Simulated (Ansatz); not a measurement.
# Sc3B (built on the sites of a database entry of La3In): a soft mode frozen in

Wanted: the energy along a soft mode of Sc3B (built on the sites of a database entry of La3In) and the structure at the end.

Main program and level: Ansatz 0.2.0; DFT PBEsol, scalar-relativistic, plane waves, PAW.

This is a report of a sequence of runs, with most program output left out.

The structure was built from a prototype and need not be the compound's stable phase.

**1. Starting point**

Symmetry: Pm-3m, No. 221, cubic system. Conventional cell: a = 4.058 Å, b = 4.058 Å, c = 4.058 Å, α = 90.00°, β = 90.00°, γ = 90.00°. Nearest to Sc lie 4 B at 2.87 Å and 8 Sc at 2.87 Å. Nearest to B lie 12 Sc at 2.87 Å. Farther neighbours are not listed.

As a file:

```cif
data_structure
_symmetry_space_group_name_H-M 'P 1'
_symmetry_Int_Tables_number 1
_cell_length_a 4.0585
_cell_length_b 4.0585
_cell_length_c 4.0585
_cell_angle_alpha 90.000
_cell_angle_beta 90.000
_cell_angle_gamma 90.000
_cell_volume 66.85
loop_
_atom_site_label
_atom_site_type_symbol
_atom_site_fract_x
_atom_site_fract_y
_atom_site_fract_z
_atom_site_occupancy
Sc1 Sc 0.00000 0.50000 0.50000 1
Sc2 Sc 0.50000 0.00000 0.50000 1
Sc3 Sc 0.50000 0.50000 0.00000 1
B4 B 0.00000 0.00000 0.00000 1
```

**2. Phonons on a q mesh**

The cell comes from relaxations at this level that are not shown. Stability and thermal properties need the whole zone. Linear response on a 2×2×2 q mesh gives force constants as far as a supercell of that size would.

The input, input.yaml:

```yaml
crystal:
  lattice:
    - [4.0584555828, 0.0, 0.0]
    - [0.0, 4.0584555828, 0.0]
    - [0.0, 0.0, 4.0584555828]
  atoms:
    - { symbol: Sc, position: [0.0, 0.5, 0.5] }
    - { symbol: Sc, position: [0.5, 0.0, 0.5] }
    - { symbol: Sc, position: [0.5, 0.5, 0.0] }
    - { symbol: B, position: [0.0, 0.0, 0.0] }
kpoints:
  mp_grid: { grid: [10, 10, 10] }
hamiltonian:
  xc: pbesol
scf:
  occupations: { method: methfessel_paxton, width: 0.15 }
output:
  eigenvalues: true
phonons:
  method: dfpt
  qmesh: [2, 2, 2]
  temperatures: { t_max: 1000, t_step: 50 }
  qpath:
    path:
      - [[0.0, 0.0, 0.0], [0.0, 0.5, 0.0], [0.5, 0.5, 0.0], [0.0, 0.0, 0.0], [0.5, 0.5, 0.5], [0.0, 0.5, 0.0]]
      - [[0.5, 0.5, 0.5], [0.5, 0.5, 0.0]]
    npoints: 10
```

Started as:

```bash
ansatz run input.yaml --threads 8 --pin off --max-ram 14336MiB --backend cpu --events-out ev --progress --plain --runs-dir out
```

Run time: 79 s. Hardware: 8 threads of Arm Neoverse V2, shared host; peak memory 1.3 GiB; 9.9 min of CPU time.

Numbers from this step:

- volume per atom: 16.71 Å³
- gap on the k-mesh: 0 eV
- sum-rule residual before enforcement: 4.62e-5 eV/Å²
- lowest frequency on the path: -90.74 cm⁻¹
- point group: m-3m
- highest frequency on the path or at a solved wavevector: 368.9 cm⁻¹
- highest optical mode at the zone centre (no LO-TO term): 333.9 cm⁻¹
- lowest optical zone-centre mode: 137.2 cm⁻¹
- lowest mode on the q mesh (acoustic modes at Γ apart): -90.74 cm⁻¹

Frequencies (cm⁻¹) solved at each irreducible wavevector; negative means imaginary. Frequencies by wavevector, by row:

```csv
q in reciprocal lattice units,star,mode 1,mode 2,mode 3,mode 4,mode 10,mode 11,mode 12
0 0 0,1,0,0,0,137.2,333.9,333.9,333.9
0 0 -0.5,3,-90.7,82.9,82.9,131.7,235.4,235.4,278.5
0 -0.5 -0.5,3,-80.6,114.5,114.5,132.9,271.2,271.2,295.5
-0.5 -0.5 -0.5,1,-78.9,-78.9,-78.9,133.7,311.8,311.8,368.9
```

Interpolated from a 2×2×2 q mesh, rough between the solved points. Phonon branches along the path, in cm⁻¹:

```csv
point,branch 1,branch 2,branch 3,branch 4,branch 9,branch 10,branch 11,branch 12
Γ,0,0,0,137,151,334,334,334
halfway,60,60,73,97,218,294,296,296
X,-91,83,83,132,216,236,236,278
halfway,-77,100,106,120,234,241,271,277
M,-81,114,114,133,231,271,271,296
halfway,-12,86,89,101,231,261,272,291
Γ,0,0,0,137,151,334,334,334
halfway,-35,40,40,135,247,259,259,308
R,-79,-79,-79,134,312,312,312,369
halfway,-77,33,56,140,260,264,280,317
X,-91,83,83,132,216,236,236,278
jump to R,-79,-79,-79,134,312,312,312,369
halfway,-80,-28,-28,147,282,291,291,341
M,-81,114,114,133,231,271,271,296
```

Symmetry leaves 4 wavevectors to solve. The lowest mode among them, the acoustic zeros apart, lies at q = (0, 0, -0.5) and is imaginary, 90.7i cm⁻¹, so the energy falls along it.

**3. The mode frozen in, largest atomic shift 0 Å**

The mode followed lies at q = (0, -0.5, -0.5) with frequency 80.6i cm⁻¹, one of the unstable modes though not the softest. At small amplitude the distorted cell has space group no. 127 by a symmetry search on the positions. The undistorted cell that holds it gives the zero of energy on the same k mesh.

System of this step: Sc3B (built on the sites of a database entry of La3In). Symmetry: Pm-3m, No. 221, cubic system. Conventional cell: a = 4.058 Å, b = 4.058 Å, c = 4.058 Å, α = 90.00°, β = 90.00°, γ = 90.00°. Nearest to Sc lie 8 Sc at 2.87 Å and 4 B at 2.87 Å. Nearest to B lie 12 Sc at 2.87 Å. Farther neighbours are not listed.

The input, input.yaml:

```yaml
crystal:
  lattice:
    - [-4.0584555828, 0.0, 0.0]
    - [0.0, -4.0584555828, -4.0584555828]
    - [0.0, -4.0584555828, 4.0584555828]
  atoms:
    - { symbol: Sc, position: [1.0, 0.0, 0.5] }
    - { symbol: Sc, position: [1.0, 0.5, 0.0] }
    - { symbol: Sc, position: [0.5, 0.75, 0.25] }
    - { symbol: Sc, position: [0.5, 0.25, 0.75] }
    - { symbol: Sc, position: [0.5, 0.75, 0.75] }
    - { symbol: Sc, position: [0.5, 0.25, 0.25] }
    - { symbol: B, position: [0.0, 0.5, 0.5] }
    - { symbol: B, position: [0.0, 1.0, 1.0] }
kpoints:
  mp_grid: { grid: [8, 6, 6] }
hamiltonian:
  xc: pbesol
scf:
  occupations: { method: methfessel_paxton, width: 0.15 }
output:
  forces: true
  stress: true
  eigenvalues: true
```

Elapsed: 2.1 s, on 8 threads; peak memory 0.72 GiB; 15 s of CPU time.

This step gave:

```
pressure                         : 0.02626 GPa
energy from the undistorted cell : 0 meV/atom
```

The run ends at a pressure of 0.03 GPa.

**4. The mode frozen in, largest atomic shift 0.6 Å**

The atoms are moved along the unstable eigenvector, the largest shift by 0.6 Å, with the cell fixed.

input.yaml, the sections that differ from step 3:

```yaml
crystal:
  lattice:
    - [-4.0584555828, 0.0, 0.0]
    - [0.0, -4.0584555828, -4.0584555828]
    - [0.0, -4.0584555828, 4.0584555828]
  atoms:
    - { symbol: Sc, position: [1.0, 0.0, 0.5] }
    - { symbol: Sc, position: [1.0, 0.5, 0.0] }
    - { symbol: Sc, position: [0.5, 0.6760802554, 0.3239197446] }
    - { symbol: Sc, position: [0.5, 0.3239197446, 0.6760802554] }
    - { symbol: Sc, position: [0.5, 0.8239197446, 0.8239197446] }
    - { symbol: Sc, position: [0.5, 0.1760802554, 0.1760802554] }
    - { symbol: B, position: [0.0, 0.5, 0.5] }
    - { symbol: B, position: [0.0, 1.0, 1.0] }
# kpoints, hamiltonian, scf, output: as in step 3
```

Wall time 2.1 s (8 threads); peak memory 0.73 GiB; 15 s of CPU time.

This step gave:

| Quantity | Value |
| --- | --- |
| pressure | 4.929 GPa |
| energy from the undistorted cell | -63.99 meV/atom |

The energy, extrapolated to zero smearing, is -63.99 meV/atom against the undistorted cell.

The run ends at a pressure of 4.93 GPa, with forces up to 0.27 eV/Å.

**5. Energy along the mode, all amplitudes (two of the runs are shown above)**

An imaginary frequency means negative curvature, so the energy should fall and then rise again as anharmonic terms take over.

This step gave:

- depth at the lowest point sampled: 63.99 meV/atom
- largest atomic shift at that point: 0.6 Å

Energy from the parent against largest atomic shift:

```csv
largest atomic shift (Å),energy from the parent (meV/atom)
0.000,0
0.040,-0.399
0.080,-1.61
0.140,-5.05
0.220,-14.1
0.320,-33.0
0.450,-59.4
0.600,-64.0
```

Displacement at unit largest shift by atom:

```csv
atom,x (Å),y (Å),z (Å),size
Sc1,0.00,0.00,0.00,0.00
Sc2,0.00,0.00,0.00,0.00
Sc3,0.00,0.00,1.00,1.00
Sc4,0.00,0.00,-1.00,1.00
Sc5,0.00,-1.00,0.00,1.00
Sc6,0.00,1.00,0.00,1.00
B7,0.00,0.00,0.00,0.00
B8,0.00,0.00,0.00,0.00
```

The lowest of the steps tried is the last one, at 0.6 Å, 64.0 meV/atom below the parent; the bottom of the well need not coincide with a step.

**6. Relaxation from the frozen mode**

Starting from the lowest point found, all atoms and the cell are let go, so that strain and other modes of the same symmetry can join in.

input.yaml: that of step 4 with these lines changed.

```diff
@@ -24 +24,10 @@
   eigenvalues: true
+  write_density: true
+  write_potential: true
+  elf: true
+  volumetric_format: npy
+relax:
+  adjacent_minimum: "off"
+  f_tol: 0.002
+  max_steps: 120
+  cell: { stress_tol: 0.03 }
```

The job ended after 22 s (8 threads; peak memory 0.79 GiB; 2.7 min of CPU time).

Relaxation path:

```csv
step,energy less that of the first step (eV),largest force component (eV/Å),pressure (GPa),volume (Å³)
1,0.0000,0.2715,4.93,133.69
2,-0.2611,0.1220,-0.42,140.96
3,-0.3265,0.0990,-0.01,139.91
4,-0.3304,0.0589,-0.29,140.59
5,-0.3324,0.0072,0.03,139.92
6,-0.3324,0.0011,0.00,139.99
7*,-0.3357,0.0010,0.02,139.99
8,-0.3357,0.0000,0.00,140.02
9*,-0.3357,0.0000,0.00,140.02
```

Relaxation steps marked * repeat the geometry before them on a plane-wave basis chosen anew for their cell, so energy and pressure can jump there.

The run keeps the 16 symmetry operations that it works with, so distortions that break them were not tested.

```csv
cell as run,before,after,change
a (Å),4.058,4.397,+8.3 %
b (Å),5.740,5.643,-1.7 %
c (Å),5.740,5.643,-1.7 %
volume (Å³/atom),16.71,17.50,+4.7 %
```

The atoms that moved most (Å, as changes of fractional coordinates times the final cell):

```csv
atom,dx,dy,dz,length
Sc4,0.000,0.000,-0.032,0.032
Sc3,0.000,0.000,0.032,0.032
Sc6,0.000,0.032,0.000,0.032
Sc5,0.000,-0.032,0.000,0.032
```

Numbers from this step:

* pressure: 7.40e-4 GPa
* volume per atom: 17.50 Å³

ELF in the bc plane at fractional x = 0.000, with atoms of Sc and B within 0.2 Å of it. It is the smooth field of the valence electrons, not physical close to the nuclei.

Ten even steps from '_' (0.03) to '@' (0.82), each cell a mean:
```
__--##**::::##**==%%++..**@@%%--
****##++::__==##%%**::..**@@@@%%
%%##++==::....::::..__::++%%@@@@
++==------==----::::..::==++****
..____::++##%%%%##**==--::::....
**==....**@@@@@@%%##**==..__::++
##%%==..**@@@@**--++##**::..**%%
..##**..++@@##..__--%%##::::%%==
==%%++..==##**::..**@@%%--::##**
%%**::__--**##**##@@@@%%--..==##
--..__..--==**##@@@@@@##==..__::
----====------==++****++--::::::
%%%%%%**==..__........::--==++**
%%@@@@%%==__::++**==..__--++####
==%%@@%%--..**%%##%%==__==##**--
__==%%%%----%%==..##**..++%%**__
```
Columns run along b (5.6 Å), rows up along c (5.6 Å). Atoms in or near the plane, at fractional coordinates: Sc at (0.00, 0.50), Sc at (0.50, 0.00), B at (0.50, 0.50), B at (0.00, 0.00).

Electrostatic potential energy in the bc plane at fractional x = 0.000, with atoms of Sc and B within 0.2 Å of it. With pseudopotentials it is smooth inside the atoms' cores, unlike the true potential.

Ten even steps from '_' (-56 eV) to '@' (14 eV), each cell a mean:
```
..==%%@@@@%%++..__::**%%@@@@##::
**%%@@@@@@%%##++==++%%@@@@@@@@##
@@@@@@@@@@@@%%%%##%%@@@@@@@@@@@@
@@@@@@@@@@@@@@@@@@@@@@@@@@@@@@@@
%%@@@@@@@@@@@@@@@@@@@@@@@@@@@@%%
**##%%@@@@@@@@%%%%@@@@@@@@@@%%**
..==##@@@@@@%%==--**@@@@@@%%++::
__..**%%@@@@**..__--%%@@@@##==__
__::**%%@@@@##::..==%%@@@@%%++..
==++##@@@@@@%%##**%%@@@@@@%%##++
##%%@@@@@@@@@@@@@@@@@@@@@@@@%%%%
@@@@@@@@@@@@@@@@@@@@@@@@@@@@@@@@
@@@@@@@@@@@@@@%%%%@@@@@@@@@@@@@@
%%@@@@@@@@@@##****##%%@@@@@@@@%%
--**@@@@@@%%++::..==##@@@@@@%%==
__--%%@@@@##==____..**%%@@@@**..
```
Columns run along b (5.6 Å; values clipped at the 3rd and 97th percentile), rows up along c (5.6 Å). Atoms in or near the plane, at fractional coordinates: Sc at (0.00, 0.50), Sc at (0.50, 0.00), B at (0.50, 0.50), B at (0.00, 0.00).

Valence density in the bc plane at fractional x = 0.000, with atoms of Sc and B within 0.2 Å of it. It is the smooth field of the valence electrons, not physical close to the nuclei.

Ten even steps from '0' (0.1 e/Å³) to '9' (7.2 e/Å³), each cell a mean:
```
0000003785100000
0000000232000000
0000000000000000
0000000000000000
0000000000000000
1000000000000001
7400000000000025
9610000000000038
8510000000000027
3200000000000003
0000000000000000
0000000000000000
0000000000000000
0000000110000000
0000002564000000
0000003897100000
```
Columns run along b (5.6 Å), rows up along c (5.6 Å). Atoms in or near the plane, at fractional coordinates: Sc at (0.00, 0.50), Sc at (0.50, 0.00), B at (0.50, 0.50), B at (0.00, 0.00).

The distorted start has space group P4/mbm; the relaxation ends in P4/mbm.

**7. The new phase in its own primitive cell**

The relaxed structure is symmetrised, reduced to its primitive cell and relaxed tightly, as its phonons need.

The input, input.yaml:

```yaml
crystal:
  lattice:
    - [5.6427850869, 0.0, 0.0]
    - [0.0, 5.6427850869, 0.0]
    - [0.0, 0.0, 4.3973343618]
  atoms:
    - { symbol: Sc, position: [0.0, 0.0, 0.0] }
    - { symbol: Sc, position: [0.5, 0.5, 0.0] }
    - { symbol: Sc, position: [0.6720595828, 0.8279404172, 0.5] }
    - { symbol: Sc, position: [0.3279404172, 0.1720595828, 0.5] }
    - { symbol: Sc, position: [0.8279404172, 0.3279404172, 0.5] }
    - { symbol: Sc, position: [0.1720595828, 0.6720595828, 0.5] }
    - { symbol: B, position: [0.5, 0.0, 0.0] }
    - { symbol: B, position: [0.0, 0.5, 0.0] }
kpoints:
  mp_grid: { grid: [6, 6, 8] }
hamiltonian:
  xc: pbesol
scf:
  occupations: { method: methfessel_paxton, width: 0.15 }
output:
  forces: true
  stress: true
  eigenvalues: true
relax:
  adjacent_minimum: "off"
  f_tol: 0.001
  max_steps: 60
  cell: { stress_tol: 0.01 }
```

It took 5.2 s on 8 threads; peak memory 0.77 GiB.

Little changed from the start: no atom moved by 0.005 Å and no cell edge by 0.1 %.

The largest force component left is 0.022 meV/Å and the pressure is 0.001 GPa, within the tolerances set. The cell now holds 17.50 Å³/atom.

**8. Modes of the new phase, k-mesh 6×6×8**

A relaxed structure may still be a saddle point, so its zone-centre modes are computed. No field response is asked, since the mesh shows no gap.

input.yaml: that of step 7 with these lines changed.

```diff
@@ -21,9 +21,4 @@
 output:
-  forces: true
-  stress: true
   eigenvalues: true
-relax:
-  adjacent_minimum: "off"
-  f_tol: 0.001
-  max_steps: 60
-  cell: { stress_tol: 0.01 }
+phonons:
+  method: dfpt
```

Elapsed: 65 s, on 8 threads; peak memory 2.6 GiB.

This step gave:

```
sum-rule residual before enforcement                    : 1.40e-5 eV/Å²
point group                                             : 4/mmm
highest optical mode at the zone centre (no LO-TO term) : 344.5 cm⁻¹
lowest optical zone-centre mode                         : -77.18 cm⁻¹
```

Patterns of degenerate modes are one choice out of their space. The modes at Γ (shares of kinetic energy by element, %) (negative means imaginary):

```csv
mode,frequency (cm⁻¹),symmetry,Sc %,B %
1,-77.2,Eu,58,42
2,-77.2,Eu,58,42
3,-27.9,Eu,76,24
4,-27.9,Eu,76,24
5,0.0,acoustic,93,7
6,0.0,acoustic,93,7
7,0.0,acoustic,93,7
8,123.3,Eu,65,35
9,123.3,Eu,65,35
10,132.8,B1u,81,19
11,170.8,B1g,100,0
12,176.8,Eg,100,0
13,176.8,Eg,100,0
14,199.5,A1g,100,0
15,230.8,A1u,100,0
16,285.8,A2u,98,2
17,291.2,A2g,100,0
18,300.5,Eu,96,4
19,300.5,Eu,96,4
20,317.7,B2g,100,0
21,331.2,B1u,19,81
22,344.4,A2u,10,90
23,344.5,Eu,13,87
24,344.5,Eu,13,87
```

Displacements in mode 2 (-77.2 cm⁻¹), the largest set to 1:
```
Sc1 -0.43  0.00  0.00
Sc2 -0.42  0.10  0.00
Sc3  0.31 -0.22  0.00
Sc4  0.31 -0.22  0.00
Sc5  0.27  0.15  0.00
Sc6  0.27  0.15  0.00
B7  -0.51 -0.85  0.00
B8  -0.74  1.00  0.00
```

Displacements in mode 12 (176.8 cm⁻¹), the largest set to 1:
```
Sc1  0.00  0.00  0.00
Sc2  0.00  0.00  0.00
Sc3  0.00  0.00 -0.36
Sc4  0.00  0.00  0.36
Sc5  0.00  0.00 -1.00
Sc6  0.00  0.00  1.00
B7   0.00  0.00  0.00
B8   0.00  0.00  0.00
```

Before it was imposed, the acoustic sum rule was missed by 1.4e-5 eV/Å². Small misses are needed for a sound result but don't prove that mesh and cutoff are converged. The lowest optical mode is imaginary, 77.2i cm⁻¹, so the energy falls along it.

**9. The phases reached**

The phases reached along the modes that were followed are set side by side.

Energies are those of the first relaxation, on the mesh of the frozen mode; space group, volume and gap are those of the last relaxation. Phases, by row:

```csv
mode frozen in,space group,energy from parent (meV/atom),volume (Å³/atom),gap on mesh (eV),lowest zone-centre optical mode (cm⁻¹),largest shift (Å)
parent,Pm-3m,0,16.71,0,–,–
"q = (0, 0, -0.5), 91i cm⁻¹",P4_2/mmc,-4.92,16.77,0,89.1,0.235
"q = (0, -0.5, -0.5), 81i cm⁻¹",P4/mbm,-106,17.5,0,-77.2,0.622
```

**10. What came out**

| Quantity | Value |
| --- | --- |
| unstable mode of the parent | q = (0, -0.5, -0.5), 81i cm⁻¹ |
| depth at the lowest point sampled | 64.0 meV/atom |
| largest atomic shift at that point | 0.6 Å |
| space group reached (within 0.01 Å) | P4/mbm |
| energy gained over the parent (first relaxation, on the mesh of the frozen mode) | 106 meV/atom |
| volume per atom, phase reached | 17.5 Å³ |
| lowest optical zone-centre mode, phase reached | -77.2 cm⁻¹ |
| highest optical mode at the zone centre (no LO-TO term), phase reached | 345 cm⁻¹ |

Along this mode the structure falls into P4/mbm, 106 meV/atom below the parent. At the parent's cell the well is 63.99 meV/atom deep on the steps tried, with its lowest point at a shift of 0.6 Å. That is the last step tried, so the steps alone don't bracket the bottom of the well. Relaxing atoms and cell changes the gain by +42.02 meV/atom against the lowest step (energies at zero smearing). The new phase still has an imaginary mode at the zone centre of its cell, so it is a saddle point on the way to a lower structure. Of the 2 patterns followed to their end from this parent, this one reaches the lowest energy. Each path keeps the symmetry of its pattern, so a lower phase may lie along a pattern not tried. The q mesh stands for a supercell only 8.1 Å across, so branches between the solved wavevectors are rough. With no gap, or one that is small against the smearing, the frequencies hang on the k mesh and the smearing, most of all near Kohn anomalies. The starting cell was built on a prototype and not taken from a measurement, so the phase need not exist.

[Logs are printed without paths, hosts, clocks, repeated set-up lines and the standing remarks that a program may print on its own settings, such as how far it seeks lower states.]

[Hosts, paths, dates, database ids (printed as entryN), source tags and the programs' standing remarks are cut or masked in the printed files.]
